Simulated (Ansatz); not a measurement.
# Preparing K3YF6 (P2_1/c) as a host crystal, part 2 of 4

Before any defect goes in: K3YF6 (P2_1/c) at rest, and how it screens a charge.

Ansatz 0.2.0; plane-wave PAW DFT, PBEsol; relaxation of the host's cell and atoms (the session's first sound run).

So far: Starting point; Host cell relaxation.

## (3) Dielectric tensors of the host

The response to a uniform electric field gives the electronic dielectric tensor.

This step: plane-wave PAW DFPT, PBEsol; dielectric tensors, Born charges and zone-centre modes of the host (Ansatz 0.2.0).

eps/input.yaml reads:

```yaml
crystal:
  lattice:
    - [6.282057792, 0.0, -0.0167902296]
    - [0.0, 6.5432494797, 0.0]
    - [-6.0780591127, 0.0, 8.9746593984]
  atoms:
    - { symbol: K, position: [0.2769605621, 0.0530858952, 0.7578940881] }
    - { symbol: K, position: [0.7230394379, 0.5530858952, 0.7421059119] }
    - { symbol: K, position: [0.7230394379, 0.9469141048, 0.2421059119] }
    - { symbol: K, position: [0.2769605621, 0.4469141048, 0.2578940881] }
    - { symbol: K, position: [0.5, 0.0, 0.5] }
    - { symbol: K, position: [0.5, 0.5, 0.0] }
    - { symbol: "Y", position: [0.0, 0.5, 0.5] }
    - { symbol: "Y", position: [0.0, 0.0, 0.0] }
    - { symbol: F, position: [0.1034202293, 0.0645616194, 0.2235762441] }
    - { symbol: F, position: [0.8965797707, 0.5645616194, 0.2764237559] }
    - { symbol: F, position: [0.8965797707, 0.9354383806, 0.7764237559] }
    - { symbol: F, position: [0.1034202293, 0.4354383806, 0.7235762441] }
    - { symbol: F, position: [0.7503215705, 0.2667550046, 0.9222615499] }
    - { symbol: F, position: [0.2496784295, 0.7667550046, 0.5777384501] }
    - { symbol: F, position: [0.2496784295, 0.7332449954, 0.0777384501] }
    - { symbol: F, position: [0.7503215705, 0.2332449954, 0.4222615499] }
    - { symbol: F, position: [0.6714327138, 0.6789764312, 0.4498768442] }
    - { symbol: F, position: [0.3285672862, 0.1789764312, 0.0501231558] }
    - { symbol: F, position: [0.3285672862, 0.3210235688, 0.5501231558] }
    - { symbol: F, position: [0.6714327138, 0.8210235688, 0.9498768442] }
basis:
  ecutwfc: 420
hamiltonian:
  xc: pbesol
kpoints:
  mp_grid: { grid: [5, 4, 3] }
scf:
  occupations: { method: fixed }
  max_iter: 100
phonons:
  method: dfpt
  dielectric: true
  rigid_motions: translations
```

On the command line:

```
$ ansatz run input.yaml --threads 4 --pin off --max-ram 7536MiB --backend cpu --events-out ev --progress --plain --runs-dir out
```

Numbers of over 12 decimals in the logs are rounded to 6 here.

The log of the run:

```text
[...]
Crystal: 20 atoms, lattice volume = 368.236 Å³
Basis set: ecut = 420 eV, 7207 PW (Γ), exchange–correlation on 90×96×160 points (8 copies of the dense FFT grid, shifted against one another)
Bands: 100, of which v1, the nominal top of the filled ones, is band 80 counted from 1 (79 counted from 0)
Symmetry: 4 space group operations
k-points: 31 of 60 (irreducible under 1 space group operation, time reversal used)
[...]
SCF iter   1: F=—  HF=-26324.815174 eV  |F-HF|=—  |Δ(HF+E_count)|=         —  Δρ=1.08e-2  dr2=2.72e-1  ethr=1.77e-3  ⟨swp⟩=5.0  Hψ=9758  notcnv=0  defer=466
[...]
SCF iter  10: F=-26324.743962 eV  HF=-26324.743962 eV  |F-HF|=8.00e-11  |Δ(HF+E_count)|=  2.29e-10  Δρ=1.13e-7  dr2=4.02e-11  ethr=1.00e-12  ⟨swp⟩=13.3  Hψ=21005  notcnv=0
SCF 1 converged in 10 iterations: F = -26324.743962 eV  dr2 = 4.02e-11
[...]
NSCF: frozen V_eff on 8 k-points
[...]
DFPT response loops at Γ: preconditioner auto → none (the input reference at scf.mixing.eps_inf says where Resta's filter doesn't serve); β = 0.50; Broyden in place of MSR1
SCF converged after 10 iterations
Free energy (F): -26324.743962 eV
[...]
Internal energy: -26324.743962 eV  (E = F + TS)
E sigma→0 (E₀):  -26324.743962 eV
Fermi energy:    0.927311 eV
[...]
--- Band table (eV; the first three rows and the last of 31) ---
[...]
[... further k-points left out ...]
--- Phonons (Γ-DFPT): 18 representative perturbations + reference, on 31 of 60 k-points (Σ response iterations 78) ---
  k mesh reduced under 1 symmetry operation, with k and −k counted as one. Each operation leaves every solved perturbation unchanged. A smaller set is not considered because the run solves the response to a homogeneous field
  ASR residual: 1.119e-4 → 0.000e0 eV/Å²; symmetrization residual: 5.819e-6 eV/Å²
  ASR residual per site (eV/Å²): 8.37e-5 8.37e-5 8.37e-5 8.37e-5 9.79e-5 9.79e-5 7.24e-5 7.24e-5 7.17e-5 7.17e-5 7.17e-5 7.17e-5 4.96e-5 4.96e-5 4.96e-5 4.96e-5 1.12e-4 1.12e-4 1.12e-4 1.12e-4
  Γ frequencies (cm⁻¹): 0.00 0.00 0.00 34.94 35.19 41.28 53.70 68.44 74.65 75.72 79.75 89.24 95.28 96.74 100.12 100.37 100.98 105.18 108.09 112.22 123.65 126.98 127.37 136.33 138.40 141.20 141.24 147.08 148.83 152.85 155.16 157.47 165.68 167.35 171.71 184.26 [...]
  ε∞ (high-frequency dielectric tensor):
        2.039818     0.000000     0.008774
        0.000000     2.031886     0.000000
        0.008774     0.000000     2.020719
  ε⁰ (static dielectric tensor: ions relaxed, cell fixed):
        8.869303    -0.000000    -5.166888
       -0.000000     8.317486     0.000000
       -5.166888     0.000000    21.250608
  ε⁰ − ε∞ (ionic part):
        6.829485    -0.000000    -5.175662
       -0.000000     6.285600     0.000000
       -5.175662     0.000000    19.229889
  softest optical mode at Γ: 34.94 cm⁻¹; the repairs (sum rule, projections) moved no ω² at Γ by more than (2.70 cm⁻¹)²
  Born effective charges Z* (e; rows j = field, columns β = displacement):
    site 0:
         1.18538   -0.02911    0.02639
        -0.04330    1.18805   -0.00413
        -0.00259   -0.03160    1.11757
    site 1:
         1.18538    0.02911    0.02639
         0.04330    1.18805    0.00413
        -0.00259    0.03160    1.11757
    site 2:
         1.18538   -0.02911    0.02639
        -0.04330    1.18805   -0.00413
        -0.00259   -0.03160    1.11757
    site 3:
         1.18538    0.02911    0.02639
         0.04330    1.18805    0.00413
        -0.00259    0.03160    1.11757
    site 4:
         1.18181   -0.05619   -0.04777
        -0.00842    1.24303   -0.03780
         0.03314   -0.05585    1.18969
    site 5:
         1.18181    0.05619   -0.04777
         0.00842    1.24303    0.03780
         0.03314    0.05585    1.18969
    site 6:
         3.41704    0.04831    0.08994
         0.03399    3.27974   -0.07956
         0.05515   -0.05684    3.35183
    site 7:
         3.41704   -0.04831    0.08994
        -0.03399    3.27974    0.07956
         0.05515    0.05684    3.35183
    site 8:
        -0.99527   -0.02087    0.20479
        -0.02646   -0.89842   -0.14976
         0.20470   -0.14592   -1.53756
    site 9:
        -0.99527    0.02087    0.20479
         0.02646   -0.89842    0.14976
         0.20470    0.14592   -1.53756
    site 10:
        -0.99527   -0.02087    0.20479
[...]
site 11:
[...]
site 12:
[...]
site 13:
[...]
site 14:
[...]
site 15:
[...]
site 16:
[...]
site 17:
[...]
site 18:
[...]
site 19:
[...]
Z* charge neutrality: 4.268e-5 e pre-enforcement
  k-mesh period / interband length: 26.2 Å / 0.85 Å = 30.94 at k = (0.0000, 0.0000, 0.0000), direct gap 6.720 eV — 14 or more, which is no proof of convergence
  optical modes at Γ without the LO–TO term, one row a degenerate level:
      ω (cm⁻¹)  modes    IR ((D/Å)²/amu)
[...]
optical modes at Γ + LO–TO along q̂ = [1.0000, 0.0000, 0.0000]:
      ω (cm⁻¹)  modes    IR ((D/Å)²/amu)
[...]
optical modes at Γ + LO–TO along q̂ = [0.0000, 1.0000, 0.0000]:
      ω (cm⁻¹)  modes    IR ((D/Å)²/amu)
[...]
optical modes at Γ + LO–TO along q̂ = [0.0000, 0.0000, 1.0000]:
      ω (cm⁻¹)  modes    IR ((D/Å)²/amu)
[...]
356.42      1             0.0000
        365.60      1             0.0000
        368.06      1             0.0000
        370.19      1            17.1936
        371.47      1             8.1007
        389.28      1             1.6160
        389.42      1            10.3549
        391.52      1             0.0000
        406.47      1             0.2608
        451.41      1            25.4543
        456.31      1             0.0000
        458.55      1             0.0000
```

Wall time 12 min (4 threads of Intel Xeon 6975P-C (Granite Rapids), shared host); peak memory 4.8 GiB.

Reading the cycles: dr2 is the Hartree energy of the density residual (eV), the measure of convergence; HF is the Harris–Foulkes estimate of the energy, which meets the free energy F at convergence.

Electronic dielectric tensor:

```
2.04 0.00 0.01
0.00 2.03 0.00
0.01 0.00 2.02
```

Static dielectric tensor:

```
 8.87  0.00 -5.17
 0.00  8.32  0.00
-5.17  0.00 21.25
```

The principal values of the electronic dielectric tensor are 2.02, 2.03 and 2.04. The principal values of the static dielectric tensor are 7.00, 8.32 and 23.12.

## (4) Primitive cell on a dense mesh

A dense mesh gives the host's converged energy, against which the supercell's sampling is tested.

This step: plane-wave PAW DFT, PBEsol; single point of the host's primitive cell on a dense mesh (Ansatz 0.2.0).

dense/input.yaml, as its differences from eps/input.yaml of step 3:

```diff
@@ -28,2 +28,3 @@
   ecutwfc: 420
+  xc_grid: 2
 hamiltonian:
@@ -31,9 +32,5 @@
 kpoints:
-  mp_grid: { grid: [5, 4, 3] }
+  mp_grid: { grid: [6, 4, 3] }
 scf:
-  occupations: { method: fixed }
-  max_iter: 100
-phonons:
-  method: dfpt
-  dielectric: true
-  rigid_motions: translations
+  occupations: { method: fermi_dirac, width: 0.01 }
+  max_iter: 80
```

The log of the run:

```text
[...]
Crystal: 20 atoms, lattice volume = 368.236 Å³
Basis set: ecut = 420 eV, 7207 PW (Γ), exchange–correlation on 90×90×150 points (8 copies of the dense FFT grid, shifted against one another)
Bands: 100, of which v1, the nominal top of the filled ones, is band 80 counted from 1 (79 counted from 0)
Symmetry: 4 space group operations
[...]
k-points: 30 of 72
[...]
SCF iter   1: F=—  HF=-26324.814945 eV  |F-HF|=—  |Δ(HF+E_count)|=         —  Δρ=1.08e-2  dr2=2.71e-1  ethr=1.77e-3  ⟨swp⟩=6.5  Hψ=11387  notcnv=0  defer=57
[...]
SCF iter   7: F=-26324.744099 eV  HF=-26324.744099 eV  |F-HF|=1.06e-7  |Δ(HF+E_count)|=   3.84e-7  Δρ=3.58e-6  dr2=5.58e-8  ethr=2.30e-10  ⟨swp⟩=2.5  Hψ=5310  notcnv=0
SCF 1 converged in 7 iterations: F = -26324.744099 eV  dr2 = 5.58e-8
[...]
SCF converged after 7 iterations
Free energy (F): -26324.744099 eV
[...]
Internal energy: -26324.744099 eV  (E = F + TS)
E sigma→0 (E₀):  -26324.744099 eV
Fermi energy:    4.255395 eV
[...]
```

Run time: 7.7 s. Hardware: 4 threads; peak memory 1.5 GiB; 29 s of CPU time.

## (5) Self-consistent run

This step: plane-wave PAW DFT, PBEsol; single point of the defect-free supercell, a test of its k-points (Ansatz 0.2.0).

System of this step: K3YF6 (P2_1/c). The cell holds 60 atoms: 18 K, 6 Y and 36 F. Cell: a = 14.166 Å, b = 9.071 Å, c = 10.839 Å, α = 67.1°, β = 120.0°, γ = 106.3°.

pristine.sampling/input.yaml reads:

```yaml
crystal:
  lattice:
    - [12.564115584, 6.5432494797, -0.0335804592]
    - [-6.282057792, 6.5432494797, 0.0167902296]
    - [-6.0780591127, 0.0, 8.9746593984]
  atoms:
    - { symbol: K, position: [0.1100154858, 0.9430704095, 0.7578940881] }
    - { symbol: K, position: [0.4433488191, 0.6097370762, 0.7578940881] }
    - { symbol: K, position: [0.7766821525, 0.2764037428, 0.7578940881] }
    - { symbol: K, position: [0.0920417777, 0.4610441175, 0.7421059119] }
    - { symbol: K, position: [0.425375111, 0.1277107842, 0.7421059119] }
    - { symbol: K, position: [0.7587084444, 0.7943774508, 0.7421059119] }
    - { symbol: K, position: [0.2233178475, 0.7235962572, 0.2421059119] }
    - { symbol: K, position: [0.5566511809, 0.3902629238, 0.2421059119] }
    - { symbol: K, position: [0.8899845142, 0.0569295905, 0.2421059119] }
    - { symbol: K, position: [0.2412915556, 0.2056225492, 0.2578940881] }
    - { symbol: K, position: [0.574624889, 0.8722892158, 0.2578940881] }
    - { symbol: K, position: [0.9079582223, 0.5389558825, 0.2578940881] }
    - { symbol: K, position: [0.1666666667, 0.8333333333, 0.5] }
    - { symbol: K, position: [0.5, 0.5, 0.5] }
    - { symbol: K, position: [0.8333333333, 0.1666666667, 0.5] }
    - { symbol: K, position: [0.0, 0.5, 0.0] }
    - { symbol: K, position: [0.3333333333, 0.1666666667, 0.0] }
    - { symbol: K, position: [0.6666666667, 0.8333333333, 0.0] }
    - { symbol: "Y", position: [0.1666666667, 0.3333333333, 0.5] }
    - { symbol: "Y", position: [0.5, 0.0, 0.5] }
    - { symbol: "Y", position: [0.8333333333, 0.6666666667, 0.5] }
    - { symbol: "Y", position: [0.0, 0.0, 0.0] }
    - { symbol: "Y", position: [0.3333333333, 0.6666666667, 0.0] }
    - { symbol: "Y", position: [0.6666666667, 0.3333333333, 0.0] }
    - { symbol: F, position: [0.0559939495, 0.0085676698, 0.2235762441] }
    - { symbol: F, position: [0.3893272828, 0.6752343365, 0.2235762441] }
    - { symbol: F, position: [0.7226606162, 0.3419010031, 0.2235762441] }
    - { symbol: F, position: [0.1537137967, 0.4108478227, 0.2764237559] }
    - { symbol: F, position: [0.4870471301, 0.0775144893, 0.2764237559] }
    - { symbol: F, position: [0.8203804634, 0.744181156, 0.2764237559] }
    - { symbol: F, position: [0.2773393838, 0.6580989969, 0.7764237559] }
    - { symbol: F, position: [0.6106727172, 0.3247656635, 0.7764237559] }
    - { symbol: F, position: [0.9440060505, 0.9914323302, 0.7764237559] }
    - { symbol: F, position: [0.1796195366, 0.255818844, 0.7235762441] }
    - { symbol: F, position: [0.5129528699, 0.9224855107, 0.7235762441] }
    - { symbol: F, position: [0.8462862033, 0.5891521773, 0.7235762441] }
    - { symbol: F, position: [0.0056921917, 0.2610628129, 0.9222615499] }
    - { symbol: F, position: [0.339025525, 0.9277294796, 0.9222615499] }
    - { symbol: F, position: [0.6723588584, 0.5943961462, 0.9222615499] }
    - { symbol: F, position: [0.0054778113, 0.7612771933, 0.5777384501] }
    - { symbol: F, position: [0.3388111447, 0.4279438599, 0.5777384501] }
    - { symbol: F, position: [0.672144478, 0.0946105266, 0.5777384501] }
    - { symbol: F, position: [0.3276411416, 0.4056038538, 0.0777384501] }
    - { symbol: F, position: [0.660974475, 0.0722705204, 0.0777384501] }
    - { symbol: F, position: [0.9943078083, 0.7389371871, 0.0777384501] }
    - { symbol: F, position: [0.327855522, 0.9053894734, 0.4222615499] }
    - { symbol: F, position: [0.6611888553, 0.5720561401, 0.4222615499] }
    - { symbol: F, position: [0.9945221887, 0.2387228067, 0.4222615499] }
    - { symbol: F, position: [0.1168030483, 0.5621733829, 0.4498768442] }
    - { symbol: F, position: [0.4501363817, 0.2288400495, 0.4498768442] }
    - { symbol: F, position: [0.783469715, 0.8955067162, 0.4498768442] }
    - { symbol: F, position: [0.1691812392, 0.009795192, 0.0501231558] }
    - { symbol: F, position: [0.5025145725, 0.6764618587, 0.0501231558] }
    - { symbol: F, position: [0.8358479058, 0.3431285254, 0.0501231558] }
    - { symbol: F, position: [0.216530285, 0.1044932838, 0.5501231558] }
    - { symbol: F, position: [0.5498636183, 0.7711599505, 0.5501231558] }
    - { symbol: F, position: [0.8831969517, 0.4378266171, 0.5501231558] }
    - { symbol: F, position: [0.1641520942, 0.6568714746, 0.9498768442] }
    - { symbol: F, position: [0.4974854275, 0.3235381413, 0.9498768442] }
    - { symbol: F, position: [0.8308187608, 0.990204808, 0.9498768442] }
basis:
  ecutwfc: 420
  xc_grid: 2
hamiltonian:
  xc: pbesol
kpoints:
  mp_grid: { grid: [1, 1, 1], shift: [0.25, 0.25, 0.25] }
scf:
  occupations: { method: fermi_dirac, width: 0.01 }
  max_iter: 80
```

The log of the run:

```text
[...]
Crystal: 60 atoms, lattice volume = 1104.709 Å³
Basis set: ecut = 420 eV, 21597 PW (Γ), exchange–correlation on 192×128×150 points (8 copies of the dense FFT grid, shifted against one another)
Bands: 300, of which v1, the nominal top of the filled ones, is band 240 counted from 1 (239 counted from 0)
Symmetry: 6 space group operations
[...]
k-points: 1
[...]
SCF iter   1: F=—  HF=-78974.442967 eV  |F-HF|=—  |Δ(HF+E_count)|=         —  Δρ=1.08e-2  dr2=8.12e-1  ethr=1.77e-3  ⟨swp⟩=6.0  Hψ=1100  notcnv=0  defer=16
[...]
SCF iter   7: F=-78974.230901 eV  HF=-78974.230901 eV  |F-HF|=3.04e-7  |Δ(HF+E_count)|=   1.13e-6  Δρ=3.50e-6  dr2=1.59e-7  ethr=2.08e-10  ⟨swp⟩=3.0  Hψ=604  notcnv=0
SCF 1 converged in 7 iterations: F = -78974.230901 eV  dr2 = 1.59e-7
[...]
SCF converged after 7 iterations
Free energy (F): -78974.230901 eV
[...]
Internal energy: -78974.230901 eV  (E = F + TS)
E sigma→0 (E₀):  -78974.230901 eV
Fermi energy:    4.510920 eV
[...]
```

Elapsed: 3.9 s, on 4 threads; peak memory 1.9 GiB; 13 s of CPU time.

Numbers from this step:

| Property | Result |
| --- | --- |
| energy over dense mesh | 2.33e-5 eV/atom |

[end of part 2 of 4]

[Logs are printed without paths, hosts, clocks, repeated set-up lines and the standing remarks that a program may print on its own settings, such as how far it seeks lower states.]

[Hosts, paths, dates, database ids (printed as entryN), source tags and the programs' standing remarks are cut or masked in the printed files.]

[Runs of the host that timed out are not shown.]

[For some hosts the program warned that the k-mesh of the response run may be too coarse for force constants and the static dielectric constant; such warnings are not always shown.]
